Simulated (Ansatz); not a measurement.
# λ, α²F and ρ(T) of Mg(0001) film of 2 layers

Question: is the lattice of Mg(0001) film of 2 layers stable, and if so, what are its coupling constant and resistivity?

Method: DFT PBEsol, scalar-relativistic, plane waves, PAW, in the first sound run; inputs show where later runs differ, in Ansatz 0.2.0.

Most raw output is cut from this account.

## 1. The starting structure

The cell holds 2 atoms: 2 Mg. Its edges and angles: a = 3.204 Å, b = 3.204 Å, c = 13.616 Å, α = 90.0°, β = 90.0°, γ = 120.0°. It derives from Mg. Vacuum lies along c.

Structure file:

```cif
data_structure
_symmetry_space_group_name_H-M 'P 1'
_symmetry_Int_Tables_number 1
_cell_length_a 3.2041
_cell_length_b 3.2041
_cell_length_c 13.6161
_cell_angle_alpha 90.000
_cell_angle_beta 90.000
_cell_angle_gamma 120.000
_cell_volume 121.06
loop_
_atom_site_label
_atom_site_type_symbol
_atom_site_fract_x
_atom_site_fract_y
_atom_site_fract_z
_atom_site_occupancy
Mg1 Mg 0.33333 0.66667 0.40393 1
Mg2 Mg 0.66667 0.33333 0.59607 1
```

## 2. Relaxing cell and atoms

Lattice constant and positions set the bands and the force constants, so the cell is relaxed first.

input.yaml reads:

```yaml
crystal:
  lattice:
    - [3.2041, 0.0, 0.0]
    - [-1.60205, 2.77483, 0.0]
    - [0.0, 0.0, 13.61613]
  atoms:
    - { symbol: Mg, position: [0.33333333, 0.66666667, 0.40393258] }
    - { symbol: Mg, position: [0.66666667, 0.33333333, 0.59606742] }
  periodic: [true, true, false]
kpoints:
  mp_grid: { grid: [12, 12, 1] }
hamiltonian:
  xc: pbesol
scf:
  occupations: { method: gaussian, width: 0.1 }
output:
  forces: true
  stress: true
  eigenvalues: true
  write_density: true
  write_potential: true
  elf: true
  volumetric_format: npy
relax:
  adjacent_minimum: "off"
  f_tol: 0.005
  max_steps: 80
  cell: { stress_2d_tol: 0.02 }
```

Run with:

```sh
$ ansatz run input.yaml --threads 4 --pin off --max-ram 16384MiB --backend cpu --events-out ev --progress --plain --runs-dir out
```

Wall time 8.4 s (4 threads of Arm Neoverse V1, shared host); peak memory 0.49 GiB; 31 s of CPU time.

Relaxation path:

```tsv
step	energy less that of the first step (eV)	largest force component (eV/Å)	volume (Å³)
1	0.0000	0.0817	258.12
2	-0.0379	0.0138	248.48
3	-0.0368	0.1785	233.10
4	-0.0504	0.0006	240.73
5	-0.0508	0.0010	238.51
6	-0.0509	0.0006	238.97
7*	-0.0508	0.0006	238.97
```

Relaxation steps marked * repeat the geometry before them on a plane-wave basis chosen anew for their cell, so energy and pressure can jump there. Relaxation step 3 was tried and not accepted.

Forces are held to the 12 operations that the run works with; a distortion that breaks them can't arise in this run.

```tsv
cell as run	before	after	change
a (Å)	3.204	3.083	-3.8 %
b (Å)	3.204	3.083	-3.8 %
```

The atoms that moved most (Å, along periodic axes as changes of fractional coordinates times the final cell, across vacuum about the mean position):

```tsv
atom	dx	dy	dz	length
Mg1	0.000	0.000	-0.031	0.031
Mg2	0.000	0.000	0.031	0.031
```

The relaxed structure:

```xyz
2
Lattice="3.0830 0.0000 0.0000 -1.5415 2.6699 0.0000 0.0000 0.0000 29.0323" Properties=species:S:1:pos:R:3
Mg    0.0000    1.7800    5.4685
Mg    1.5415    0.8900    8.1476
```

Numbers from this step:

```
metallic on mesh  : yes
gap on the k-mesh : 0 eV
```

ELF in the ca plane at fractional y = 0.333, with atoms of Mg within 0.2 Å of it. It is the smooth field of the valence electrons, not physical close to the nuclei.

Values, 5 rows by 16 columns, each cell a mean:
```
0.00 0.00 0.04 0.25 0.62 0.56 0.52 0.19 0.22 0.26 0.18 0.02 0.00 0.00 0.00 0.00
0.00 0.00 0.04 0.27 0.68 0.79 0.59 0.23 0.34 0.16 0.16 0.02 0.00 0.00 0.00 0.00
0.00 0.00 0.04 0.25 0.62 0.56 0.52 0.20 0.23 0.26 0.18 0.02 0.00 0.00 0.00 0.00
0.00 0.00 0.03 0.22 0.42 0.12 0.31 0.44 0.45 0.55 0.20 0.03 0.00 0.00 0.00 0.00
0.00 0.00 0.03 0.22 0.41 0.10 0.30 0.45 0.47 0.56 0.20 0.03 0.00 0.00 0.00 0.00
```
Columns run along c (16.0 Å, from fractional 0.00 to 0.55 of the cell), rows up along a (3.1 Å). Atoms in or near the plane, at fractional coordinates: Mg at (0.28, 0.67).

Valence density in the ca plane at fractional y = 0.333, with atoms of Mg within 0.2 Å of it. It is the smooth field of the valence electrons, not physical close to the nuclei.

Ten steps, logarithmic in the rise over the least value, from '0' (0 e/Å³) to '9' (24 e/Å³), each cell a mean:
```
00000000000000000000012210000000000000000000
00000000000000000000158730000000000000000000
00000000000000000000169950000000000000000000
00000000000000000000147630000000000000000000
00000000000000000000011100000000000000000000
00000000000000010000000000000000000000000000
00000000000000110000000000000000000000000000
00000000000000000000000000000000000000000000
```
Columns run along c (16.0 Å, from fractional 0.00 to 0.55 of the cell), rows up along a (3.1 Å). Atoms in or near the plane, at fractional coordinates: Mg at (0.28, 0.67).

Electrostatic potential energy in the ca plane at fractional y = 0.333, with atoms of Mg within 0.2 Å of it. With pseudopotentials it is smooth inside the atoms' cores, unlike the true potential.

Ten even steps from '0' (-28 eV) to '9' (0 eV), each cell a mean:
```
99999999999998878898752357899999999999999999
99999999999999889998500016899999999999999999
99999999999999999997400005899999999999999999
99999999999999888998500026899999999999999999
99999999999998778888753468999999999999999999
99999999999987666889887789999999999999999999
99999999999987656789988889999999999999999999
99999999999987667889887788999999999999999999
```
Columns run along c (16.0 Å, from fractional 0.00 to 0.55 of the cell; values clipped at the 3rd and 97th percentile), rows up along a (3.1 Å). Atoms in or near the plane, at fractional coordinates: Mg at (0.28, 0.67).

The relaxation ends with a largest force component of 5.8e-4 eV/Å.

## 3. Tight relaxation

Residual forces and stress shift phonon frequencies, so the cell is relaxed again, with tight thresholds and the mesh and smearing of this input.

input.yaml reads:

```yaml
crystal:
  lattice:
    - [3.0829728887, 0.0, 0.0]
    - [-1.5414864443, 2.6699328408, 0.0]
    - [0.0, 0.0, 29.0322659179]
  atoms:
    - { symbol: Mg, position: [0.3333333333, 0.6666666667, 0.1883597376] }
    - { symbol: Mg, position: [0.6666666667, 0.3333333333, 0.2806401688] }
  periodic: [true, true, false]
kpoints:
  mp_grid: { grid: [12, 12, 1] }
hamiltonian:
  xc: pbesol
scf:
  occupations: { method: methfessel_paxton, width: 0.2 }
output:
  forces: true
  stress: true
  eigenvalues: true
relax:
  adjacent_minimum: "off"
  f_tol: 0.001
  max_steps: 60
  cell: { stress_2d_tol: 0.002 }
```

It took 5.3 s on 4 threads; peak memory 0.48 GiB.

Little changed from the start: no atom moved by 0.005 Å and no cell edge by 0.1 %.

## 4. Phonons by linear response: q 2×2×1, k 6×6×1

Couplings are defined for a stable lattice alone, so phonons come first.

input.yaml reads:

```yaml
crystal:
  lattice:
    - [3.0823072583, 0.0, 0.0]
    - [-1.5411536291, 2.669356388, 0.0]
    - [0.0, 0.0, 29.0322659179]
  atoms:
    - { symbol: Mg, position: [0.3333333333, 0.6666666667, 0.188412233] }
    - { symbol: Mg, position: [0.6666666667, 0.3333333333, 0.2805876734] }
  periodic: [true, true, false]
kpoints:
  mp_grid: { grid: [6, 6, 1] }
hamiltonian:
  xc: pbesol
scf:
  occupations: { method: methfessel_paxton, width: 0.2 }
output:
  eigenvalues: true
phonons:
  method: dfpt
  qmesh: [2, 2, 1]
  temperatures: { t_max: 1000, t_step: 50 }
  qpath:
    path:
      - [0.0, 0.0, 0.0]
      - [0.5, 0.0, 0.0]
      - [0.33333333, 0.33333333, 0.0]
      - [0.0, 0.0, 0.0]
    npoints: 10
```

Elapsed: 13 s, on 4 threads; peak memory 0.76 GiB; 49 s of CPU time.

This step gave:

- zero point energy: 0.05915 eV/cell
- share of imaginary modes in the plain interpolation between solved wavevectors: 0.0023
- highest frequency, solved or plainly interpolated: 268.5 cm⁻¹

Solved on the 2×2×1 mesh alone; all other wavevectors are interpolated. Phonon branches along the path, in cm⁻¹:

```tsv
point	branch 1	branch 2	branch 3	branch 4	branch 5	branch 6
Γ	0	0	0	84	84	199
halfway	40	112	142	166	187	198
M	82	133	159	182	251	268
halfway	87	125	184	204	246	261
K	105	105	218	234	234	245
halfway	47	137	152	167	205	206
Γ	0	0	0	84	84	199
```

Lowest modes at the softest wavevector of the mesh. Modes at q = (0.500, 0.000, 0.000):

```tsv
mode	frequency (cm⁻¹)
1	82.1
2	133.0
3	158.6
4	182.4
5	251.4
6	268.5
```

Displacements in mode 1 (82.1 cm⁻¹), the largest set to 1, in the home cell:
```
Mg1 0.08 0.05 1.00
Mg2 0.08 0.05 1.00
```

Displacements in mode 2 (133.0 cm⁻¹), the largest set to 1, in the home cell:
```
Mg1 -0.10 -0.06  1.00
Mg2  0.10  0.06 -1.00
```

Among the solved wavevectors the lowest mode, translations apart, is 82.1 cm⁻¹, so these are real on this k mesh.

## 5. Resistivity: q 3×3×1, k 9×9×1, scattering 12×12×1

Phonons, couplings and the Boltzmann equation in one run.

Changes to input.yaml since step 4:

```diff
@@ -10,3 +10,3 @@
 kpoints:
-  mp_grid: { grid: [6, 6, 1] }
+  mp_grid: { grid: [9, 9, 1] }
 hamiltonian:
@@ -19,3 +19,3 @@
   method: dfpt
-  qmesh: [2, 2, 1]
+  qmesh: [3, 3, 1]
   temperatures: { t_max: 1000, t_step: 50 }
@@ -28 +28,4 @@
     npoints: 10
+  electrical_resistivity:
+    mesh: [12, 12, 1]
+    temperatures: [20.0, 50.0, 77.0, 100.0, 150.0, 200.0, 300.0, 400.0, 600.0, 800.0]
```

It took 75 s on 4 threads; peak memory 2.6 GiB; 4.8 min of CPU time.

Numbers from this step:

```
zero point energy                                                              : 0.05999 eV/cell
share of imaginary modes in the plain interpolation between solved wavevectors : 0
highest frequency, solved or plainly interpolated                              : 268.4 cm⁻¹
cell height                                                                    : 29.03 Å
sheet resistance 300K                                                          : 94.41 Ω/square, mean in the plane
resistivity at 300 K                                                           : 27.41 μΩ cm, mean of the axes, of the whole cell with its vacuum
coupling constant λ                                                            : 0.3619
density of states at the Fermi level                                           : 0.4512 states/eV a spin and cell
log mean phonon energy ħω_log                                                  : 11.57 meV
transport coupling constant λ_tr                                               : 0.2283, 0.2283, 0 (xx, yy, zz)
Drude plasma energy                                                            : 3.047, 3.047, 0 eV (xx, yy, zz), of the whole cell with its vacuum
second-moment phonon energy ħω₂                                                : 17.11 meV, from the broadened α²F curve
coupling λ by branch                                                           : 0.169, 0.0542, 0.0361, 0.0203, 0.0486, 0.0341 (branches by rank of frequency)
```

The Eliashberg function α²F has structure finer than the step of the table below, so its rows give means over 1 meV, whole bins alone (the curve runs from 0.13 to 33.1 meV). Peaks (meV: height): α²F 6.4: 0.122, 17.6: 0.390, 18.6: 0.148, 21.7: 0.198, 30.6: 0.316; α²F tr 10.8: 0.0639, 17.3: 0.203, 21.7: 0.104, 30.6: 0.309.

Table of Eliashberg function α²F by phonon energy; means over each step:

```tsv
phonon energy (meV)	α²F	α²F tr
1	5.2e-4	6.0e-4
2	0.00397	0.00386
3	0.0135	0.00782
4	0.0305	0.0115
5	0.0654	0.0213
6	0.110	0.0328
7	0.109	0.0393
8	0.0862	0.0423
9	0.0648	0.0383
10	0.0532	0.0421
11	0.0501	0.0458
12	0.0217	0.0194
13	0.0177	0.0157
14	0.0235	0.0187
15	0.0443	0.0358
16	0.100	0.0722
17	0.276	0.153
18	0.136	0.0659
19	0.103	0.0596
20	0.0460	0.0447
21	0.0413	0.0452
22	0.110	0.0800
23	0.0672	0.0708
24	0.0651	0.0683
25	0.0683	0.0679
26	0.0695	0.0641
27	0.0699	0.0603
28	0.0677	0.0591
29	0.0863	0.0784
30	0.213	0.211
31	0.247	0.246
32	0.131	0.128
```

Of the whole cell with its vacuum, so only the sheet resistance is a property of the layer; the means are those of the plane. Resistivity, by row:

```tsv
T (K)	ρ_xx (μΩ cm)	ρ_yy	ρ_zz	ρ by Ziman's lowest order, mean	ρ by relaxation times, mean	within 2 % of the coarser mesh
20	0.1736	0.1736	-	0.2626	0.4403	no
50	1.644	1.644	-	1.997	3.425	no
77	3.962	3.962	-	4.509	7.518	no
100	6.329	6.329	-	6.963	11.48	no
150	11.76	11.76	-	12.47	20.29	no
200	17.11	17.11	-	17.89	28.88	no
300	27.41	27.41	-	28.42	45.53	no
400	37.48	37.48	-	38.78	61.88	no
600	57.53	57.53	-	59.56	94.4	no
800	77.82	77.82	-	80.77	127.1	no
```

The self-energy step met imaginary modes, so this run fell back to plain Fourier phonons and is not comparable with runs that kept it. By its own test the run is not converged in the mesh. λ = 0.362 and 94.4 Ω per square at 300 K. The run's own test puts 10 % between its two finest meshes on the component of the resistivity at 300 K that moves most, so it is not converged. By the run's own test λ moves by 32 % between its two finest scattering meshes.

## 6. Electron–phonon run: q 3×3×1, k 12×12×1, scattering 18×18×1

The next rung changes the k mesh of the density and its response; the scattering mesh, which samples the Fermi surface.

Changes to input.yaml since step 5:

```diff
@@ -10,3 +10,3 @@
 kpoints:
-  mp_grid: { grid: [9, 9, 1] }
+  mp_grid: { grid: [12, 12, 1] }
 hamiltonian:
@@ -29,3 +29,3 @@
   electrical_resistivity:
-    mesh: [12, 12, 1]
+    mesh: [18, 18, 1]
     temperatures: [20.0, 50.0, 77.0, 100.0, 150.0, 200.0, 300.0, 400.0, 600.0, 800.0]
```

Elapsed: 87 s, on 4 threads; peak memory 2 GiB.

Numbers from this step:

* zero point energy: 0.05963 eV/cell
* highest frequency, solved or plainly interpolated: 267.2 cm⁻¹
* sheet resistance 300K: 112.8 Ω/square, mean in the plane
* resistivity at 300 K: 32.75 μΩ cm, mean of the axes, of the whole cell with its vacuum
* coupling constant λ: 0.3521
* density of states at the Fermi level: 0.4838 states/eV a spin and cell
* transport coupling constant λ_tr: 0.2474, 0.2474, 0 (xx, yy, zz)
* Drude plasma energy: 2.859, 2.859, 0 eV (xx, yy, zz), of the whole cell with its vacuum
* second-moment phonon energy ħω₂: 16.85 meV, from the broadened α²F curve
* coupling λ by branch: 0.157, 0.0689, 0.0302, 0.0168, 0.0382, 0.0409 (branches by rank of frequency)

The self-energy step met imaginary modes, so this run fell back to plain Fourier phonons and is not comparable with runs that kept it. Some states were left unconverged by the eigensolver. By its own test the run is not converged in the mesh. λ = 0.352 and 113 Ω per square at 300 K, against 0.362 and 94.4 in the run with q 3×3×1, k 9×9×1, scattering 12×12×1 (-2.7 % and +19.5 %). The run's own test puts 41 % between its two finest meshes on the component of the resistivity at 300 K that moves most, more than that change. By the run's own test λ moves by 18 % between its two finest scattering meshes.

## 7. Resistivity, another input

A variant of the input.

input.yaml, the sections that differ from step 6:

```yaml
kpoints:
  mp_grid: { grid: [6, 6, 1] }
scf:
  occupations: { method: tetrahedron }
  max_iter: 60
phonons:
  method: dfpt
  qmesh: [2, 2, 1]
  temperatures: { t_max: 1000, t_step: 50 }
  qpath:
    path:
      - [0.0, 0.0, 0.0]
      - [0.5, 0.0, 0.0]
      - [0.33333333, 0.33333333, 0.0]
      - [0.0, 0.0, 0.0]
    npoints: 10
  electrical_resistivity:
    mesh: [12, 12, 1]
    temperatures: [20.0, 50.0, 77.0, 100.0, 150.0, 200.0, 300.0, 400.0, 600.0, 800.0]
  electron_occupations: "off"
# crystal, hamiltonian, output: as in step 6
```

It took 0.02 s on 4 threads; peak memory 0.033 GiB.

The input was rejected at the start.

The program's message: “Error: phonons.electrical_resistivity / phonons.superconductivity / phonons.carrier_mobility with scf.occupations.method: tetrahedron|tetrahedron_uncorrected without phonons.carrier_mobility — the sta …”

The change that led to it: smear = ["te", 0].

## 8. Matrix elements on the k mesh: norm-conserving files, Fermi–Dirac smearing of 0.1 eV

The exported deformation potentials allow the same Gaussian double-delta sums that other programs print.

This step: DFT PBEsol, scalar-relativistic, plane waves, norm-conserving pseudopotentials (Ansatz 0.2.0).

input.yaml, the sections that differ from step 7:

```yaml
kpoints:
  mp_grid: { grid: [15, 15, 1] }
hamiltonian:
  xc: pbesol
  pseudopotentials: { kind: nc }
scf:
  occupations: { method: fermi_dirac, width: 0.1 }
  n_extra_bands: 14
phonons:
  method: dfpt
  qmesh: [3, 3, 1]
  temperatures: { t_max: 1000, t_step: 50 }
  qpath:
    path:
      - [0.0, 0.0, 0.0]
      - [0.5, 0.0, 0.0]
      - [0.33333333, 0.33333333, 0.0]
      - [0.0, 0.0, 0.0]
    npoints: 10
  electron_phonon_deformation_potentials: { window_half_width: 2.5 }
# crystal, output: as in step 7
```

The job ended after 7.7 min (4 threads; peak memory 7.3 GiB).

Numbers from this step:

```
zero point energy                                 : 0.06005 eV/cell
highest frequency, solved or plainly interpolated : 268.5 cm⁻¹
```

Allen's double-delta sum on the run's k mesh, delta = exp(-(x/sigma)^2)/(sigma sqrt(pi)); at the zone centre the sum is no linewidth. Double-delta sums:

```tsv
q1	q2	q3	star	mode	omega (meV)	lambda_q, sigma 0.05 eV	lambda_q, sigma 0.1 eV	lambda_q, sigma 0.2 eV	lambda_q, sigma 0.3 eV	lambda_q, sigma 0.4 eV	half width at sigma 0.2 (meV)	<D²> at sigma 0.2 ((eV/Å)²)	nesting at sigma 0.2 (1/eV²)
0	0	0	1	1	-2.21e-7	-	-	-	-	-	1.81e-7	2.19e-6	0.305
0	0	0	1	2	-1.64e-7	-	-	-	-	-	1.81e-7	2.19e-6	0.305
0	0	0	1	3	2.01e-7	-	-	-	-	-	1.81e-7	2.19e-6	0.305
0	0	0	1	4	10.67	6.87e-6	7.16e-4	0.01159	0.01836	0.01945	0.001052	0.01277	0.305
0	0	0	1	5	10.67	6.87e-6	7.16e-4	0.01159	0.01836	0.01945	0.001052	0.01277	0.305
0	0	0	1	6	21.97	1.006	0.4314	0.1506	0.1681	0.1878	0.05805	0.7044	0.305
0	0.3333	0	6	1	9.672	6.17e-12	4.17e-4	0.06417	0.1084	0.1253	0.004792	0.2485	0.07139
0	0.3333	0	6	2	16.82	2.20e-11	0.001346	0.08489	0.1347	0.1364	0.01918	0.9943	0.07139
0	0.3333	0	6	3	17.06	2.10e-17	3.50e-8	3.14e-5	1.61e-4	4.07e-4	7.31e-6	3.79e-4	0.07139
0	0.3333	0	6	4	20.24	3.46e-21	1.21e-8	2.64e-5	1.61e-4	3.39e-4	8.62e-6	4.47e-4	0.07139
0	0.3333	0	6	5	28.43	1.76e-11	0.001097	0.03082	0.04623	0.04823	0.0199	1.032	0.07139
0	0.3333	0	6	6	29.69	2.64e-12	1.57e-4	0.01151	0.02408	0.03255	0.008103	0.4201	0.07139
0.3333	0.3333	0	2	1	14.27	4.05e-13	6.01e-4	0.01498	0.02291	0.02442	0.002437	0.2048	0.04404
0.3333	0.3333	0	2	2	14.27	4.05e-13	6.01e-4	0.01498	0.02291	0.02442	0.002437	0.2048	0.04404
0.3333	0.3333	0	2	3	27.39	2.29e-14	3.45e-5	0.005134	0.01477	0.02122	0.003075	0.2585	0.04404
0.3333	0.3333	0	2	4	29.04	1.39e-14	2.08e-5	0.007489	0.02692	0.03943	0.005041	0.4237	0.04404
0.3333	0.3333	0	2	5	29.04	1.39e-14	2.08e-5	0.007489	0.02692	0.03943	0.005041	0.4237	0.04404
0.3333	0.3333	0	2	6	30.45	9.22e-15	1.37e-5	0.004848	0.0214	0.02837	0.003589	0.3017	0.04404
```

Mean over the q mesh without its centre; few wavevectors enter, so none of the widths can be taken as converged. The coupling constant λ, lambda by Gaussian width:

```tsv
Gaussian width (eV)	coupling constant λ, lambda
0.050	0
0.100	0.00259
0.200	0.157
0.300	0.269
0.400	0.302
```

Among the solved wavevectors the lowest mode, translations apart, is 78 cm⁻¹, so these are real on this k mesh.

[end of part 1 of 2]

[Logs are printed without paths, hosts, clocks, repeated set-up lines and the standing remarks that a program may print on its own settings, such as how far it seeks lower states.]

[Hosts, paths, dates, database ids (printed as entryN), source tags and the programs' standing remarks are cut or masked in the printed files.]
